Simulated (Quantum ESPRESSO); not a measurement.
**Easy axis of CrBr2 with Quantum ESPRESSO**

Wanted: the anisotropy energy of CrBr2 and its cost.

Calculated with Quantum ESPRESSO 7.5; PBEsol; plane waves with PseudoDojo 0.4.1 SR PBEsol standard potentials, then spin–orbit coupling on the fully relativistic files of the same set.

Report form: the programs' logs are mostly left out.

**1. The starting structure**

Symmetry: C2/m, No. 12, monoclinic system. Conventional cell: a = 7.489 Å, b = 3.662 Å, c = 6.507 Å, α = 90.00°, β = 96.41°, γ = 90.00°. Nearest to Cr lie 6 Br at 2.55 to 3.20 Å. Nearest to Br lie 3 Cr at 2.55 to 3.20 Å. Farther neighbours and most contacts between anions are not listed.

The cell comes from Materials Project 2023-11-01, a database of computed structures, and need not be the stable phase.

**2. Collinear run on scalar-relativistic files**

File pw.in:

```
&CONTROL
  calculation = 'scf'
  prefix = 'pwscf'
  outdir = './tmp'
  pseudo_dir = './pseudo'
  disk_io = 'low'
/
&SYSTEM
  ibrav = 0
  celldm(1) = 8
  nat = 3
  ntyp = 2
  ecutwfc = 80
  nbnd = 23
  occupations = 'smearing'
  smearing = 'fd'
  degauss = 0.00734986
  nspin = 2
  starting_magnetization(1) = 0.2143
  starting_magnetization(2) = 0
/
&ELECTRONS
  conv_thr = 6d-11
  electron_maxstep = 150
  mixing_beta = 0.3
/
ATOMIC_SPECIES
Cr     51.9961 Cr.upf
Br     79.9040 Br.upf
CELL_PARAMETERS alat
   0.8845498546720   -0.4325240586408    0.0000000000000
   0.8845498546720    0.4325240586408    0.0000000000000
  -0.1716927205632    0.0000000000000    1.5273583845774
ATOMIC_POSITIONS crystal
Cr      0.0000000000    0.0000000000    0.0000000000
Br      0.6457740000    0.6457740000    0.2332280000
Br      0.3542260000    0.3542260000    0.7667720000
K_POINTS automatic
6 6 6 0 0 0
```

Command:

```console
$ OMP_NUM_THREADS=1 mpirun -n 2 pw.x -nk 2 -in pw.in > pw.out
```

It took 3.6 min on 2 MPI ranks of Arm Neoverse V2, shared host; peak memory 0.58 GiB; 7.2 min of CPU time.

Spin moment in the atom's sphere by atom:

```tsv
atom	spin moment in the atom's sphere (μB)
Cr1	3.52
Br2	-0.03
Br3	-0.03
```

Numbers from this step:

```yaml
smearing_term_ts: 0.01422 eV
magnetization: 4 μB
absolute_magnetization: 4.224 μB
final_state: ferromagnetic
```

**3. One pass along [001] on 8×8×8**

Each pass runs in a folder of its own that holds a copy of a collinear save from that input. The collinear spin density is turned to the axis, and its potential is diagonalised once with spin–orbit coupling on fully relativistic PseudoDojo files; the sums over occupied states, with the smearing term, are then compared.

File pass.in:

```
&CONTROL
  calculation = 'nscf'
  prefix = 'pwscf'
  outdir = './tmp'
  pseudo_dir = './pseudo_fr'
  disk_io = 'low'
/
&SYSTEM
  ibrav = 0
  celldm(1) = 8
  nat = 3
  ntyp = 2
  ecutwfc = 80
  nbnd = 42
  occupations = 'smearing'
  smearing = 'fd'
  degauss = 0.00734986
  noncolin = .true.
  lspinorb = .true.
  lforcet = .true.
  starting_magnetization(1) = 0.2143
  angle1(1) = 6.4138
  angle2(1) = 180
  starting_magnetization(2) = 0
  angle1(2) = 6.4138
  angle2(2) = 180
/
&ELECTRONS
  conv_thr = 6d-11
  electron_maxstep = 150
  mixing_beta = 0.3
  startingpot = 'file'
  startingwfc = 'random'
  diago_thr_init = 1d-09
  diago_full_acc = .true.
/
ATOMIC_SPECIES
Cr     51.9961 Cr.upf
Br     79.9040 Br.upf
CELL_PARAMETERS alat
   0.8845498546720   -0.4325240586408    0.0000000000000
   0.8845498546720    0.4325240586408    0.0000000000000
  -0.1716927205632    0.0000000000000    1.5273583845774
ATOMIC_POSITIONS crystal
Cr      0.0000000000    0.0000000000    0.0000000000
Br      0.6457740000    0.6457740000    0.2332280000
Br      0.3542260000    0.3542260000    0.7667720000
K_POINTS automatic
8 8 8 0 0 0
```

Command:

```console
$ OMP_NUM_THREADS=1 mpirun -n 2 pw.x -nk 2 -in pass.in > pass.out
```

Run time: 14 min. Hardware: 2 MPI ranks; peak memory 1.6 GiB; 28 min of CPU time.

**4. One pass along [100] on 8×8×8**

pass.in: that of step 3 with these lines changed.

```diff
@@ -21,7 +21,7 @@
   starting_magnetization(1) = 0.2143
-  angle1(1) = 6.4138
-  angle2(1) = 180
+  angle1(1) = 90
+  angle2(1) = 0
   starting_magnetization(2) = 0
-  angle1(2) = 6.4138
-  angle2(2) = 180
+  angle1(2) = 90
+  angle2(2) = 0
 /
```

Wall time 14 min (2 MPI ranks); peak memory 1.6 GiB.

**5. One pass along [010] on 8×8×8**

pass.in: that of step 4 with these lines changed.

```diff
@@ -22,6 +22,6 @@
   angle1(1) = 90
-  angle2(1) = 0
+  angle2(1) = 90
   starting_magnetization(2) = 0
   angle1(2) = 90
-  angle2(2) = 0
+  angle2(2) = 90
 /
```

Run time: 14 min. Hardware: 2 MPI ranks; peak memory 1.6 GiB.

**6. The smearing term**

The sum of energies times occupations is what pw.x prints as eband (for fewer than 100 k points). With Fermi–Dirac smearing the quantity to compare holds −TS as well, computed here from the energies and weights in the run's XML file (meV a cell, from the first axis, mesh 8×8×8):

```tsv
axis	plain sum	−TS	free energy
[001]	0.0000	0.0000	0.0000
[100]	0.0371	-0.0040	0.0331
[010]	0.0953	-0.0106	0.0848
```

**7. The axes together**

A pass yields neither state nor moment: for the force theorem these columns are the collinear run's. Anisotropy, by row:

```tsv
way	mesh	axis	state	energy less the first axis' (meV a primitive cell)	largest spin moment (μB)	CPU time (s)
force theorem	8x8x8	[001]	ferromagnetic	0	3.517	1668
force theorem	8x8x8	[100]	ferromagnetic	0.03307	3.517	1678
force theorem	8x8x8	[010]	ferromagnetic	0.08478	3.517	1676
```

**8. What came out**

* state: ferromagnetic
* largest spin moment: 3.52 μB
* easy axis of those tried, on this mesh: not resolved
* energy along [100] less [001] (force theorem): 0.0331 meV a primitive cell, 0.060 MJ/m³

In words: On 8×8×8, leaving out the smearing term would shift a difference by 0.011 meV, against 0.085 meV for the largest. Differences this small usually change with the mesh, so the easy axis is taken as not resolved. One mesh cannot show that the size is converged, and with itinerant moments even the sign can change with the mesh. At this low symmetry the easy direction need not be one of these axes. Shape anisotropy is not included. The moments were started parallel in the primitive cell; if the crystal orders otherwise, its anisotropy is another. Energies are free energies at an electronic temperature of 1160 K, which lowers moments and differences where the moments are itinerant. No Hubbard term acts here. In such compounds local and semilocal functionals without one often delocalise the d electrons, and can shrink or lose moments and miss the size, sign and order of the couplings. The cutoff lies under the 94 Ry that these files are usually run at.

[Logs and program files are shortened in this print: banners, set-up blocks, solver, clock and traceback lines can be left out without a mark of their own.]

[Logs are printed without paths, hosts, clocks, repeated set-up lines and the standing remarks that a program may print on its own settings, such as how far it seeks lower states.]

[Hosts, paths, dates, database ids (printed as entryN), source tags and the programs' standing remarks are cut or masked in the printed files.]

[Where a cell is said to come from a database of computed structures, the database is the Materials Project.]
